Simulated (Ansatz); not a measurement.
# How fast states decay through Na2TlGaCl6

Aim: relax a made-up compound, Na2TlGaCl6, and see how good a tunnel barrier it would be. It is built by putting Cl for F, Na for Rb in the Rb2TlGaF6 structure of space group Fm-3m, with the volume rescaled by atomic radii. The parent structure comes from the Materials Project.

Program: Ansatz 0.2.0. Level of theory: LDA DFT, plane waves, PAW files, in the first sound run; inputs show where later runs differ. Results are calculated unless marked as measured.

The structure was built from a prototype and need not be the compound's stable phase.

## (1) Starting point

It takes space group Fm-3m (No. 225, cubic). Conventional cell: a = 9.585 Å, b = 9.585 Å, c = 9.585 Å, α = 90.00°, β = 90.00°, γ = 90.00°. Nearest to Na lie 12 Cl at 3.41 Å. Tl has 6 Cl at 2.78 Å nearest. Nearest to Ga lie 6 Cl at 2.02 Å. Cl has 1 Ga at 2.02 Å and 1 Tl at 2.78 Å and 4 Na at 3.41 Å nearest. It derives from Rb2TlGaF6. Cl for F, Na for Rb in the Rb2TlGaF6 structure of space group Fm-3m. Farther neighbours and most contacts between anions are not listed.

## (2) Cell and atoms at rest

The substituted atoms don't fit the parent's cell, so cell and atoms relax together. A small smearing keeps the run stable in case the gap closes on the way.

The input, input.yaml:

```yaml
crystal:
  lattice:
    - [0.0, 4.7923196243, 4.7923196243]
    - [4.7923196243, 0.0, 4.7923196243]
    - [4.7923196243, 4.7923196243, 0.0]
  atoms:
    - { symbol: Na, position: [0.75, 0.75, 0.75] }
    - { symbol: Na, position: [0.25, 0.25, 0.25] }
    - { symbol: Tl, position: [0.5, 0.5, 0.5] }
    - { symbol: Ga, position: [0.0, 0.0, 0.0] }
    - { symbol: Cl, position: [0.789722, 0.210278, 0.210278] }
    - { symbol: Cl, position: [0.210278, 0.210278, 0.789722] }
    - { symbol: Cl, position: [0.210278, 0.789722, 0.789722] }
    - { symbol: Cl, position: [0.210278, 0.789722, 0.210278] }
    - { symbol: Cl, position: [0.789722, 0.210278, 0.789722] }
    - { symbol: Cl, position: [0.789722, 0.789722, 0.210278] }
kpoints:
  mp_grid: { grid: [4, 4, 4] }
scf:
  occupations: { method: gaussian, width: 0.03 }
hamiltonian:
  xc: lda
output:
  forces: true
  stress: true
relax:
  f_tol: 0.02
  max_steps: 60
  cell: {}
```

The run is started by

```sh
$ ansatz run input.yaml --threads 2 --pin off --max-ram 4096MiB --backend cpu --events-out ev --progress --plain --runs-dir out
```

Numbers of over 12 decimals in the logs are rounded to 6 here.

The log of the run:

```text
Engine: ansatz 0.2.0, x86_64-unknown-linux-gnu
Pseudopotentials: kind: paw
Pseudopotential: Na, paw, valence charge 9, recommended cutoff 420 eV (normal), Na.paw.azcp
Pseudopotential: Tl, paw, valence charge 13, recommended cutoff 420 eV (normal), Tl.paw.azcp
Pseudopotential: Ga, paw, valence charge 13, recommended cutoff 420 eV (normal), Ga.paw.azcp
Pseudopotential: Cl, paw, valence charge 7, recommended cutoff 420 eV (normal), Cl.paw.azcp
Functional definition: SPW92
  exchange = slater_x
  correlation = pw_c
Crystal: 10 atoms, lattice volume = 220.124 Å³
Basis set: ecut = 420 eV, 4285 PW (Γ)
Bands: 53, of which v1, the nominal top of the filled ones, is band 43 counted from 1 (42 counted from 0)
Symmetry: 48 space group operations
Space group: Fm-3m (ITA 225), of the structure as read, at distance tolerance 6.0e-5 Å
k-points: 8 of 64
Non-local potential: Na, projectors of the file, l = 0: 3, l = 1: 2, l = 2: 1
Non-local potential: Tl, projectors of the file, l = 0: 2, l = 1: 2, l = 2: 2, l = 3: 1
Non-local potential: Ga, projectors of the file, l = 0: 2, l = 1: 2, l = 2: 3, l = 3: 1
Non-local potential: Cl, projectors of the file, l = 0: 2, l = 1: 2, l = 2: 2
PAW form: soft (Blöchl's): semilocal exchange-correlation on the pseudo side does not see the compensation charge
PAW frozen core: Na, regenerated for the run's functional, and the local potential with it (the file was generated under x = pbe(κ = 0.804, μ = 0.219515), c = pbe(β = 0.066725))
PAW frozen core: Tl, regenerated for the run's functional, and the local potential with it (the file was generated under x = pbe(κ = 0.804, μ = 0.219515), c = pbe(β = 0.066725))
PAW frozen core: Ga, regenerated for the run's functional, and the local potential with it (the file was generated under x = pbe(κ = 0.804, μ = 0.219515), c = pbe(β = 0.066725))
PAW frozen core: Cl, regenerated for the run's functional, and the local potential with it (the file was generated under x = pbe(κ = 0.804, μ = 0.219515), c = pbe(β = 0.066725))
PAW one-centre angular grid: Na, 110 points (default); XC on 64 Gauss nodes
PAW one-centre angular grid: Tl, 590 points (default); XC on 64 Gauss nodes
PAW one-centre angular grid: Ga, 590 points (default); XC on 64 Gauss nodes
PAW one-centre angular grid: Cl, 110 points (default); XC on 64 Gauss nodes
Initial density: superposition of atomic densities (neutral atoms: chi_scale 0, normalization atom), corrected by the library's trained network
Initial wavefunctions: pseudopotential atomic-orbital guess
Functional: x = slater, c = lda
SCF iter   1: F=—  HF=-24057.424825 eV  |F-HF|=—  |Δ(HF+E_count)|=         —  Δρ=6.81e-3  dr2=7.49e-2  ethr=1.77e-3  ⟨swp⟩=7.6  Hψ=1869  notcnv=0
preconditioner: auto → Resta (q_TF=auto, 2.333 Å⁻¹)  ε∞=3.5  [insulator: Δε(μ)=1.731 eV  Ē_g=13.350 eV  σ=0.030 eV  W_gap=1.00  n_scr=58 (ndim 8)  ℏωp=20.9 eV  f_vac=0.111  D(μ)=0.00/eV (n_scr^D=0)  ε∞_Penn≈3.5]
SCF iter   2: F=—  HF=-24057.394561 eV  |F-HF|=—  |Δ(HF+E_count)|=   3.03e-2  Δρ=3.10e-3  dr2=1.65e-2  ethr=8.71e-5  ⟨swp⟩=2.1  Hψ=861  notcnv=0  defer=36
SCF iter   3: F=—  HF=-24057.390045 eV  |F-HF|=—  |Δ(HF+E_count)|=   4.52e-3  Δρ=1.00e-3  dr2=1.55e-3  ethr=1.91e-5  ⟨swp⟩=2.0  Hψ=651  notcnv=0  defer=36
SCF iter   4: F=—  HF=-24057.389340 eV  |F-HF|=—  |Δ(HF+E_count)|=   7.04e-4  Δρ=3.35e-4  dr2=1.71e-4  ethr=1.80e-6  ⟨swp⟩=2.0  Hψ=661  notcnv=0  defer=36
SCF iter   5: F=—  HF=-24057.389316 eV  |F-HF|=—  |Δ(HF+E_count)|=   2.47e-5  Δρ=6.85e-5  dr2=9.55e-6  ethr=1.99e-7  ⟨swp⟩=2.0  Hψ=646  notcnv=0  defer=36
SCF iter   6: F=—  HF=-24057.389184 eV  |F-HF|=—  |Δ(HF+E_count)|=   1.31e-4  Δρ=2.12e-5  dr2=1.01e-6  ethr=1.11e-8  ⟨swp⟩=2.1  Hψ=546  notcnv=0  defer=36
SCF iter   7: F=-24057.389185 eV  HF=-24057.389185 eV  |F-HF|=1.06e-8  |Δ(HF+E_count)|=   5.45e-7  Δρ=4.56e-6  dr2=7.26e-8  ethr=1.16e-10  ⟨swp⟩=3.2  Hψ=1731  notcnv=0
SCF 1 converged in 7 iterations: F = -24057.389185 eV  dr2 = 7.26e-8
  greatest PAW one-centre occupation: 0.999 electrons in one spin orbital (limit 2), on the Na atom at site 1 (counted from 0), in its partial waves of l = 0
relax step   1: F+E_penalty+E_count = -24057.38918497 eV  Δ(F+E_penalty+E_count) = +0.000e0 eV  max|allowed force component| = 6.426e0 eV/Å  Δτ_max = 0.0000 Å  P = +21.728 GPa  Ω = 220.124 Å³  (7 SCF iters, dr2 threshold 1.00e-7 eV, accepted)
Crystal: 10 atoms, lattice volume = 254.351 Å³
Basis set: ecut = 420 eV, 4957 PW (Γ)
Initial density: handed on by an earlier stage of this run
Initial wavefunctions: those handed on with the density
iter 1 solved again at ethr=4.31e-4 eV; its pass at ethr=3.10e-3 eV (dr2=3.71e-1 eV) is discarded
SCF iter   1: F=—  HF=-24062.523468 eV  |F-HF|=—  |Δ(HF+E_count)|=         —  Δρ=1.13e-2  dr2=3.71e-1  ethr=4.31e-4  ⟨swp⟩=2.1  Hψ=2308  notcnv=0
preconditioner: auto → Resta (q_TF=auto, 2.277 Å⁻¹)  ε∞=3.3  [insulator: Δε(μ)=1.307 eV  Ē_g=12.823 eV  σ=0.030 eV  W_gap=1.00  n_scr=58 (ndim 8)  ℏωp=19.5 eV  f_vac=0.154  D(μ)=0.00/eV (n_scr^D=0)  ε∞_Penn≈3.3]
SCF iter   2: F=—  HF=-24062.406229 eV  |F-HF|=—  |Δ(HF+E_count)|=   1.17e-1  Δρ=6.33e-3  dr2=1.03e-1  ethr=4.31e-4  ⟨swp⟩=3.1  Hψ=804  notcnv=0
SCF iter   3: F=—  HF=-24062.373778 eV  |F-HF|=—  |Δ(HF+E_count)|=   3.25e-2  Δρ=1.92e-3  dr2=9.96e-3  ethr=1.20e-4  ⟨swp⟩=3.8  Hψ=874  notcnv=0  defer=9
SCF iter   4: F=—  HF=-24062.366825 eV  |F-HF|=—  |Δ(HF+E_count)|=   6.95e-3  Δρ=5.25e-4  dr2=1.13e-3  ethr=1.16e-5  ⟨swp⟩=3.0  Hψ=806  notcnv=0  defer=23
SCF iter   5: F=—  HF=-24062.366503 eV  |F-HF|=—  |Δ(HF+E_count)|=   3.22e-4  Δρ=2.30e-4  dr2=1.55e-4  ethr=1.31e-6  ⟨swp⟩=2.6  Hψ=722  notcnv=0  defer=23
SCF iter   6: F=—  HF=-24062.366364 eV  |F-HF|=—  |Δ(HF+E_count)|=   1.39e-4  Δρ=4.33e-5  dr2=7.53e-6  ethr=1.80e-7  ⟨swp⟩=2.4  Hψ=691  notcnv=0  defer=23
SCF iter   7: F=-24062.366366 eV  HF=-24062.366366 eV  |F-HF|=2.82e-7  |Δ(HF+E_count)|=   1.65e-6  Δρ=1.83e-5  dr2=7.43e-7  ethr=1.16e-9  ⟨swp⟩=5.0  Hψ=1582  notcnv=0
SCF 2 converged in 7 iterations: F = -24062.366366 eV  dr2 = 7.43e-7
relax step   2: F+E_penalty+E_count = -24062.36636565 eV  Δ(F+E_penalty+E_count) = -4.977e0 eV  max|allowed force component| = 7.107e-2 eV/Å  Δτ_max = 0.1769 Å  P = +2.830 GPa  Ω = 254.351 Å³  energy of the carried Pulay correction = -4.847e-3 eV  (7 SCF iters, dr2 threshold 1.00e-6 eV, accepted)
Crystal: 10 atoms, lattice volume = 275.175 Å³
Basis set: ecut = 420 eV, 5329 PW (Γ)
iter 1 solved again at ethr=5.41e-5 eV; its pass at ethr=3.10e-3 eV (dr2=4.66e-2 eV) is discarded
SCF iter   1: F=—  HF=-24062.563583 eV  |F-HF|=—  |Δ(HF+E_count)|=         —  Δρ=3.51e-3  dr2=4.35e-2  ethr=5.41e-5  ⟨swp⟩=3.2  Hψ=2283  notcnv=0
preconditioner: auto → Resta (q_TF=auto, 2.248 Å⁻¹)  ε∞=3.2  [insulator: Δε(μ)=1.881 eV  Ē_g=12.563 eV  σ=0.030 eV  W_gap=1.00  n_scr=58 (ndim 8)  ℏωp=18.7 eV  f_vac=0.178  D(μ)=0.00/eV (n_scr^D=0)  ε∞_Penn≈3.2]
SCF iter   2: F=—  HF=-24062.547592 eV  |F-HF|=—  |Δ(HF+E_count)|=   1.60e-2  Δρ=1.77e-3  dr2=1.04e-2  ethr=5.06e-5  ⟨swp⟩=3.2  Hψ=807  notcnv=0
SCF iter   3: F=—  HF=-24062.543029 eV  |F-HF|=—  |Δ(HF+E_count)|=   4.56e-3  Δρ=7.14e-4  dr2=2.16e-3  ethr=1.21e-5  ⟨swp⟩=2.0  Hψ=765  notcnv=0
SCF iter   4: F=—  HF=-24062.541881 eV  |F-HF|=—  |Δ(HF+E_count)|=   1.15e-3  Δρ=2.26e-4  dr2=2.16e-4  ethr=2.51e-6  ⟨swp⟩=2.9  Hψ=708  notcnv=0
SCF iter   5: F=—  HF=-24062.541704 eV  |F-HF|=—  |Δ(HF+E_count)|=   1.77e-4  Δρ=8.88e-5  dr2=2.60e-5  ethr=2.52e-7  ⟨swp⟩=2.0  Hψ=562  notcnv=0
SCF iter   6: F=—  HF=-24062.541708 eV  |F-HF|=—  |Δ(HF+E_count)|=   3.77e-6  Δρ=1.66e-5  dr2=1.14e-6  ethr=3.02e-8  ⟨swp⟩=2.0  Hψ=571  notcnv=0
SCF iter   7: F=-24062.541708 eV  HF=-24062.541708 eV  |F-HF|=2.89e-8  |Δ(HF+E_count)|=   3.19e-7  Δρ=6.74e-6  dr2=1.21e-7  ethr=1.16e-9  ⟨swp⟩=4.8  Hψ=1540  notcnv=0
SCF 3 converged in 7 iterations: F = -24062.541708 eV  dr2 = 1.21e-7
relax step   3: F+E_penalty+E_count = -24062.54170794 eV  Δ(F+E_penalty+E_count) = -1.753e-1 eV  max|allowed force component| = 1.459e-1 eV/Å  Δτ_max = 0.0406 Å  P = +0.286 GPa  Ω = 275.175 Å³  energy of the carried Pulay correction = -7.471e-3 eV  (7 SCF iters, dr2 threshold 1.00e-6 eV, accepted)
[...]
relax step   4: F+E_penalty+E_count = -24062.54572857 eV  Δ(F+E_penalty+E_count) = -4.021e-3 eV  max|allowed force component| = 6.806e-2 eV/Å  Δτ_max = 0.0050 Å  P = +0.131 GPa  Ω = 275.635 Å³  energy of the carried Pulay correction = -7.527e-3 eV  (4 SCF iters, dr2 threshold 1.00e-6 eV, accepted)
[...]
relax step   5: F+E_penalty+E_count = -24062.54683855 eV  Δ(F+E_penalty+E_count) = -1.110e-3 eV  max|allowed force component| = 1.823e-3 eV/Å  Δτ_max = 0.0045 Å  P = +0.003 GPa  Ω = 276.000 Å³  energy of the carried Pulay correction = -7.571e-3 eV  (4 SCF iters, dr2 threshold 2.90e-7 eV, accepted)
[...]
relax step   6: F+E_penalty+E_count = -24062.56029547 eV  Δ(F+E_penalty+E_count) = -1.346e-2 eV  max|allowed force component| = 6.310e-4 eV/Å  Δτ_max = 0.0000 Å  P = +0.081 GPa  Ω = 276.000 Å³  stress off target by 8.13e-2 GPa  SCF on the basis re-selected at this cell (its energy is not comparable with the rows above)  (7 SCF iters)
[...]
relax step   7: F+E_penalty+E_count = -24062.56045163 eV  Δ(F+E_penalty+E_count) = -1.562e-4 eV  max|allowed force component| = 2.274e-4 eV/Å  Δτ_max = 0.0010 Å  P = +0.004 GPa  Ω = 276.774 Å³  energy of the carried Pulay correction = -5.118e-5 eV  (6 SCF iters, dr2 threshold 1.65e-8 eV, accepted)
iter 1 solved again at ethr=3.37e-8 eV; its pass at ethr=3.10e-3 eV (dr2=2.90e-5 eV) is discarded
SCF iter   1: F=—  HF=-24062.560644 eV  |F-HF|=—  |Δ(HF+E_count)|=         —  Δρ=5.99e-5  dr2=2.07e-7  ethr=3.37e-8  ⟨swp⟩=3.2  Hψ=3147  notcnv=0
preconditioner: auto → Resta (q_TF=auto, 2.245 Å⁻¹)  ε∞=3.2  [insulator: Δε(μ)=1.795 eV  Ē_g=12.573 eV  σ=0.030 eV  W_gap=1.00  n_scr=58 (ndim 8)  ℏωp=18.7 eV  f_vac=0.178  D(μ)=0.00/eV (n_scr^D=0)  ε∞_Penn≈3.2]
SCF iter   2: F=—  HF=-24062.560505 eV  |F-HF|=—  |Δ(HF+E_count)|=   1.38e-4  Δρ=3.02e-5  dr2=5.36e-8  ethr=2.41e-10  ⟨swp⟩=1.0  Hψ=424  notcnv=0
SCF iter   3: F=—  HF=-24062.560511 eV  |F-HF|=—  |Δ(HF+E_count)|=   5.70e-6  Δρ=7.83e-7  dr2=8.59e-10  ethr=6.24e-11  ⟨swp⟩=2.0  Hψ=452  notcnv=0
SCF iter   4: F=-24062.560511 eV  HF=-24062.560511 eV  |F-HF|=7.28e-12  |Δ(HF+E_count)|=  3.35e-10  Δρ=1.25e-7  dr2=5.15e-11  ethr=1.00e-12  ⟨swp⟩=5.0  Hψ=1538  notcnv=0
SCF 8 converged in 4 iterations: F = -24062.560511 eV  dr2 = 5.15e-11
relax step   8: F+E_penalty+E_count = -24062.56051109 eV  Δ(F+E_penalty+E_count) = -5.946e-5 eV  max|allowed force component| = 2.339e-4 eV/Å  Δτ_max = 0.0000 Å  P = +0.003 GPa  Ω = 276.774 Å³  stress off target by 3.32e-3 GPa  SCF on the basis re-selected at this cell (its energy is not comparable with the rows above)  (4 SCF iters)
basis re-selected at this cell: Δ(F+E_penalty+E_count) = -5.946e-5 eV, ΔP = -0.000 GPa vs the last step (what re-selecting the basis moved, of the pressure what is left beyond the Pulay correction that the steps carried, after the strain that the cell walked since its last selection, with what the two solves' SCF thresholds leave and, on support functions, any second-order correction that the steps lacked; it is no m [...]
SCF converged after 4 iterations
Free energy (F): -24062.560511 eV
Harris-Foulkes:  -24062.560511 eV  (|F-HF|=7.28e-12)
Internal energy: -24062.560511 eV  (E = F + TS)
E sigma→0 (E₀):  -24062.560511 eV
Fermi energy:    3.720955 eV
--- Per-component energies (eV) ---
  E_band       = -790.382607
  E_kinetic    = 1657.782650
  E_local      = -8322.456581  (includes V_loc(G=0)·N_el)
  E_nonlocal   = 1168.787075
  E_hartree    = 3250.411134
  E_xc         = -1008.398589
  E_vxc        = -1028.193140  (∫ρ·V_xc dr)
  E_paw        = -16026.281348  (= ΣΔE_a)
  E_vpaw       = -767.125008  (= ΣTr[D̂ρ^β])
  E_aug_tail   = 0.000516  (compensation charges beyond the density's cutoff)
  E_ewald      = -4785.417017
  E_core_change = 3.011650  (= ΣΔE_core)
  E_smearing   = -0.000000  (= −TS)
  E_closure    = 0.000000  (closes the sum)
  Σ components = -24062.560511   (vs F -24062.560511, Δ=0.00e0)
--- Forces (eV/Å), atoms counted from 1 ---
  atom   1  Na    -0.00000000    -0.00000000    -0.00000000
  atom   2  Na     0.00000000     0.00000000     0.00000000
  atom   3  Tl     0.00000000    -0.00000000     0.00000000
  atom   4  Ga    -0.00000000     0.00000000     0.00000000
  atom   5  Cl    -0.00023391    -0.00000000    -0.00000000
  atom   6  Cl    -0.00000000    -0.00000000    -0.00023391
  atom   7  Cl     0.00023391     0.00000000     0.00000000
  atom   8  Cl    -0.00000000    -0.00023391     0.00000000
  atom   9  Cl     0.00000000     0.00023391     0.00000000
  atom  10  Cl     0.00000000     0.00000000     0.00023391
  max |Σ_I F_I| component: 2.45e-18 eV/Å
--- Stress (GPa, compression-positive) ---
        0.003316      -0.000000      -0.000000
       -0.000000       0.003316      -0.000000
       -0.000000      -0.000000       0.003316
  P = ⅓ Tr σ = 0.0033 GPa (0.033 kbar)
--- Relaxed structure (6 steps of the walk, 6 accepted, 2 SCFs on fresh bases) ---
  F+E_penalty+E_count = -24062.56051109 eV   max|allowed force component| = 2.339e-4 eV/Å   (the final SCF, on the basis selected at the relaxed cell)
  cell:  # Å, volume = 276.7738 Å³
    - [0, 5.172474, 5.172474]
    - [5.172474, 0, 5.172474]
    - [5.172474, 5.172474, 0]
  atoms:
    - { symbol: Na, position: [0.750000, 0.750000, 0.750000] }
    - { symbol: Na, position: [0.25, 0.25, 0.25] }
    - { symbol: Tl, position: [0.5, 0.5, 0.5] }
    - { symbol: Ga, position: [-1.6289096416509934e-19, -1.3574247013758468e-18, 3.438809243485459e-19] }
    - { symbol: Cl, position: [0.774617, 0.225383, 0.225383] }
    - { symbol: Cl, position: [0.225383, 0.225383, 0.774617] }
    - { symbol: Cl, position: [0.225383, 0.774617, 0.774617] }
    - { symbol: Cl, position: [0.225383, 0.774617, 0.225383] }
    - { symbol: Cl, position: [0.774617, 0.225383, 0.774617] }
    - { symbol: Cl, position: [0.774617, 0.774617, 0.225383] }
```

It took 16 s on 2 threads of Intel Xeon Platinum 8375C at 2.90GHz (Ice Lake), shared host; peak memory 0.66 GiB.

Relaxation path:

```
step  energy less that of the first step (eV)  largest force component (eV/Å)  pressure (GPa)  volume (Å³)
   1                                   0.0000                          6.4258           21.73       220.12
   2                                  -4.9772                          0.0711            2.83       254.35
   3                                  -5.1525                          0.1459            0.29       275.17
   4                                  -5.1565                          0.0681            0.13       275.63
   5                                  -5.1577                          0.0018            0.00       276.00
  6*                                  -5.1711                          0.0006            0.08       276.00
   7                                  -5.1713                          0.0002            0.00       276.77
  8*                                  -5.1713                          0.0002            0.00       276.77
```

Relaxation steps marked * repeat the geometry before them on a plane-wave basis chosen anew for their cell, so energy and pressure can jump there.

Forces are held to the 48 operations that the run works with; a distortion that breaks them can't arise in this run.

```
conventional cell, symmetrised  before   after   change
                         a (Å)   9.585  10.345   +7.9 %
                         b (Å)   9.585  10.345   +7.9 %
                         c (Å)   9.585  10.345   +7.9 %
              volume (Å³/atom)   22.01   27.68  +25.7 %
```

The atoms that moved most (Å, as changes of fractional coordinates times the final cell):

```
atom      dx      dy      dz  length
 Cl7  -0.156   0.000   0.000   0.156
 Cl9   0.000  -0.156   0.000   0.156
Cl10   0.000   0.000  -0.156   0.156
 Cl6   0.000   0.000   0.156   0.156
 Cl8   0.000   0.156   0.000   0.156
 Cl5   0.156   0.000   0.000   0.156
```

This step gave:

```
free energy  : -24062.5605 eV
Fermi energy : 3.721 eV
pressure     : 0.003316 GPa
```

The largest force component on a free atom ends at 2.3e-4 eV/Å.

## (3) The bulk crystal and its band edges

The energy window and the wavevectors of the next steps follow from the band edges, so these are searched first, off the mesh as well.

The input, input.yaml:

```yaml
crystal:
  lattice:
    - [0.0, 5.1724740811, 5.1724740811]
    - [5.1724740811, 0.0, 5.1724740811]
    - [5.1724740811, 5.1724740811, 0.0]
  atoms:
    - { symbol: Na, position: [0.75, 0.75, 0.75] }
    - { symbol: Na, position: [0.25, 0.25, 0.25] }
    - { symbol: Tl, position: [0.5, 0.5, 0.5] }
    - { symbol: Ga, position: [0.0, 0.0, 0.0] }
    - { symbol: Cl, position: [0.7746170994, 0.2253829006, 0.2253829006] }
    - { symbol: Cl, position: [0.2253829006, 0.2253829006, 0.7746170994] }
    - { symbol: Cl, position: [0.2253829006, 0.7746170994, 0.7746170994] }
    - { symbol: Cl, position: [0.2253829006, 0.7746170994, 0.2253829006] }
    - { symbol: Cl, position: [0.7746170994, 0.2253829006, 0.7746170994] }
    - { symbol: Cl, position: [0.7746170994, 0.7746170994, 0.2253829006] }
kpoints:
  mp_grid: { grid: [4, 4, 4] }
  band_path: { path: [VBM, CBM], npoints: 30 }
scf:
  occupations: { method: fixed }
hamiltonian:
  xc: lda
output:
  eigenvalues: true
  write_potential: true
  write_density: true
  volumetric_format: npy
```

The log of the run:

```text
[...]
Crystal: 10 atoms, lattice volume = 276.774 Å³
Basis set: ecut = 420 eV, 5329 PW (Γ)
Bands: 53, of which v1, the nominal top of the filled ones, is band 43 counted from 1 (42 counted from 0)
Symmetry: 48 space group operations
[...]
k-points: 8 of 64
[...]
SCF iter   1: F=—  HF=-24062.597300 eV  |F-HF|=—  |Δ(HF+E_count)|=         —  Δρ=6.08e-3  dr2=9.05e-2  ethr=1.77e-3  ⟨swp⟩=4.9  Hψ=1528  notcnv=0  defer=61
[...]
SCF iter   8: F=-24062.560511 eV  HF=-24062.560511 eV  |F-HF|=3.35e-9  |Δ(HF+E_count)|=   2.50e-8  Δρ=9.64e-7  dr2=6.35e-9  ethr=1.16e-10  ⟨swp⟩=12.9  Hψ=1672  notcnv=0
SCF 1 converged in 8 iterations: F = -24062.560511 eV  dr2 = 6.35e-9
[...]
NSCF: frozen V_eff on 16 k-points
[...]
SCF converged after 8 iterations
Free energy (F): -24062.560511 eV
[...]
Internal energy: -24062.560511 eV  (E = F + TS)
E sigma→0 (E₀):  -24062.560511 eV
Fermi energy:    2.823345 eV
[...]
--- Band table (eV; the first three rows and the last of 8) ---
  k-point 0: bands = [... 39 lower, 0.8353, 1.4410, 1.4410, 1.4410, 5.0756, 6.0177, 6.5476, 6.5476, ... 6 higher]
  k-point 1: bands = [... 39 lower, 1.2875, 1.3116, 1.3116, 1.3563, 5.4052, 5.5413, 6.3137, 7.2166, ... 6 higher]
  k-point 2: bands = [... 39 lower, 1.1959, 1.1959, 1.2467, 1.9293, 4.6188, 6.2353, 6.5070, 8.0651, ... 6 higher]
  k-point 7: bands = [... 39 lower, 0.9387, 1.1995, 1.1995, 2.7590, 5.5317, 6.8198, 6.8198, 7.6286, ... 6 higher]
```

Run time: 14 s. Hardware: 2 threads; peak memory 0.66 GiB.

Numbers from this step:

| Quantity | Value |
| --- | --- |
| Fermi energy | 2.823 eV |
| gap on the k-mesh | 1.795 eV |
| gap on path | 1.795 eV, by band count; negative where bands overlap |
| direct gap on path | 2.689 eV |
| edge places on path | 0, 0.5260 1/A along the path |

Electronic bands along the path, in eV, zero at the Fermi level (highest filled level under fixed occupations); v1 is the highest filled band, c1 the lowest empty one:

```
  point     v4     v3     v2     v1    c1    c2    c3    c4
    VBM  -1.88  -1.88  -1.39   0.00  3.37  3.87  4.18  4.41
halfway  -1.79  -1.72  -1.50  -0.40  2.45  3.56  3.91  4.81
    CBM  -1.63  -1.63  -1.58  -0.89  1.80  3.41  3.68  5.24
```

The searched edges give 1.80 eV, as on the mesh.

(Part 1 of 3 ends here.)

[Logs are printed without paths, hosts, clocks, repeated set-up lines and the standing remarks that a program may print on its own settings, such as how far it seeks lower states.]

[Hosts, paths, dates, database ids (printed as entryN), source tags and the programs' standing remarks are cut or masked in the printed files.]
